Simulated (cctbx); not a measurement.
## X-rays or neutrons for the lightest atoms?

Cell a = 3.9140 Å, b = 11.3770 Å, c = 7.2060 Å, α = 90.00°, β = 90.00°, γ = 90.00°; space group Cmcm (no. 63); content La4 Sb4 Fe8 C4. The heavier atoms are placed; C is still missing.

Simulated single-crystal data (cctbx): Mo Kα, λ = 0.71073 Å, to d = 0.8 Å, 70 % of the full sphere, strongest reflection 70000 counts, noise from counting, a 4 % proportional error and a noise floor of 8 counts (s.d.); no absorption.

Refinement without C (map in e/Å³):

```text
Rint 0.028, 207 unique reflections to 0.80 A
cycle     R1     wR2    GooF  max shift (A)
   1  0.1448  0.3378  13.586   0.02581
   2  0.0505  0.1368   5.500   0.00001
final R1 0.0505 wR2 0.1368 GooF 5.500  parameters 7  data/parameter 29.6
atom        x        y        z      Ueq    occ   su(xyz)  su(Uiso or U11)
La1    0.50000  0.03886  0.75000   0.0007  1.000  0.00010  0.0006
Sb1    0.00000  0.26832  0.75000   0.0011  1.000  0.00012  0.0006
Fe1    0.50000  0.32585  0.94433   0.0021  1.000  0.00032  0.0007
difference map: max 15.38 min -0.90 rms 0.78
Q1    0.0000  0.0000  0.0000    4   15.38  2.02 A from Fe1
Q2    0.0000  0.4526  0.2500    4    5.28  0.10 A from La1
Q3    0.0000  0.2835  0.7500    4    4.56  0.17 A from Sb1
Q4    0.0000  0.1799  0.0257    8    3.27  0.23 A from Fe1
Q5    0.0000  0.0434  0.6377    8    0.83  2.04 A from Fe1
Q6    0.0000  0.0847  0.0890    8    0.74  1.05 A from Fe1
Q7    0.2000  0.2500  0.7500    8    0.73  0.81 A from Sb1
Q8    0.1992  0.0041  0.1180   16    0.70  1.59 A from La1
```

Simulated single-crystal data (cctbx): neutrons of λ = 1.17 Å, to d = 0.8 Å, 70 % of the full sphere, strongest reflection 5000 counts, noise from counting, a 4 % proportional error and a noise floor of 8 counts (s.d.); no absorption.

Refinement without C (map in fm/Å³; only maxima are listed):

```text
Rint 0.042, 207 unique reflections to 0.80 A
cycle     R1     wR2    GooF  max shift (A)
   1  0.4296  0.7372  19.726   0.03539
   8  0.3782  0.6565  17.565   0.00000
final R1 0.3864 wR2 0.6683 GooF 17.881  parameters 7  data/parameter 29.6
atom        x        y        z      Ueq    occ   su(xyz)  su(Uiso or U11)
La1    0.50000  0.03980  0.75000   0.0046  1.000  0.00173  0.0049
Sb1    0.00000  0.26949  0.75000   0.0095  1.000  0.00292  0.0070
Fe1    0.50000  0.32452  0.94262   0.0023  1.000  0.00174  0.0039
difference map: max 49.69 min -7.25 rms 2.72
Q1    0.0000  0.0000  0.0000    4   49.69  2.04 A from Fe1
Q2    0.0000  0.4555  0.2500    4   20.38  0.05 A from La1
Q3    0.0000  0.1755  0.0545    8   19.95  0.02 A from Fe1
Q4    0.0000  0.2694  0.7500    4   18.68  0.00 A from Sb1
Q5    0.0000  0.4273  0.7500    4    8.42  1.28 A from La1
Q6    0.0000  0.0906  0.0022    8    5.95  1.04 A from Fe1
Q7    0.0000  0.3498  0.6222    8    5.83  1.30 A from Sb1
Q8    0.0000  0.5000  0.0000    4    5.73  1.86 A from La1
```

**Question.** Where is C, and which data fix it better?

C sits at (0, 0, 0). Adding it takes R1 from 0.051 to 0.010 with X-rays and from 0.386 to 0.017 with neutrons. Symmetry fixes its coordinates; the s.u. of its U is 0.0007 Å² with X-rays and 0.0002 Å² with neutrons. In the X-ray map Q1 marks it. In the neutron map Q1 marks it.

Final neutron refinement:

```text
Rint 0.042, 207 unique reflections to 0.80 A
cycle     R1     wR2    GooF  max shift (A)
   1  0.1420  0.2974   7.976   0.02641
   2  0.0165  0.0352   0.944   0.00000
final R1 0.0165 wR2 0.0352 GooF 0.944  parameters 8  data/parameter 25.9
atom        x        y        z      Ueq    occ   su(xyz)  su(Uiso or U11)
La1    0.50000  0.03907  0.75000   0.0026  1.000  0.00006  0.0002
Sb1    0.00000  0.26854  0.75000   0.0032  1.000  0.00010  0.0002
Fe1    0.50000  0.32559  0.94518   0.0037  1.000  0.00007  0.0002
C1     0.00000  0.00000  0.00000   0.0061  1.000  0.00000  0.0002
difference map: max 0.63 min -0.46 rms 0.13
Q1    0.1643  0.2039  0.2500    8    0.65  1.35 A from Sb1
Q2    0.0000  0.2904  0.9981    8    0.52  1.38 A from Fe1
Q3    0.0000  0.2874  0.2500    4    0.45  1.91 A from Fe1
Q4    0.0000  0.0367  0.7500    4    0.43  1.85 A from C1
Q5    0.0000  0.0190  0.6319    8    0.41  0.97 A from C1
Q6    0.0000  0.3645  0.6792    8    0.40  1.21 A from Sb1
```

This is a model crystal, built by substitution and not relaxed, with assumed displacement parameters.

[Middle refinement cycles are left out of these outputs.]

[Logs are printed without paths, hosts, clocks, repeated set-up lines and the standing remarks that a program may print on its own settings, such as how far it seeks lower states.]
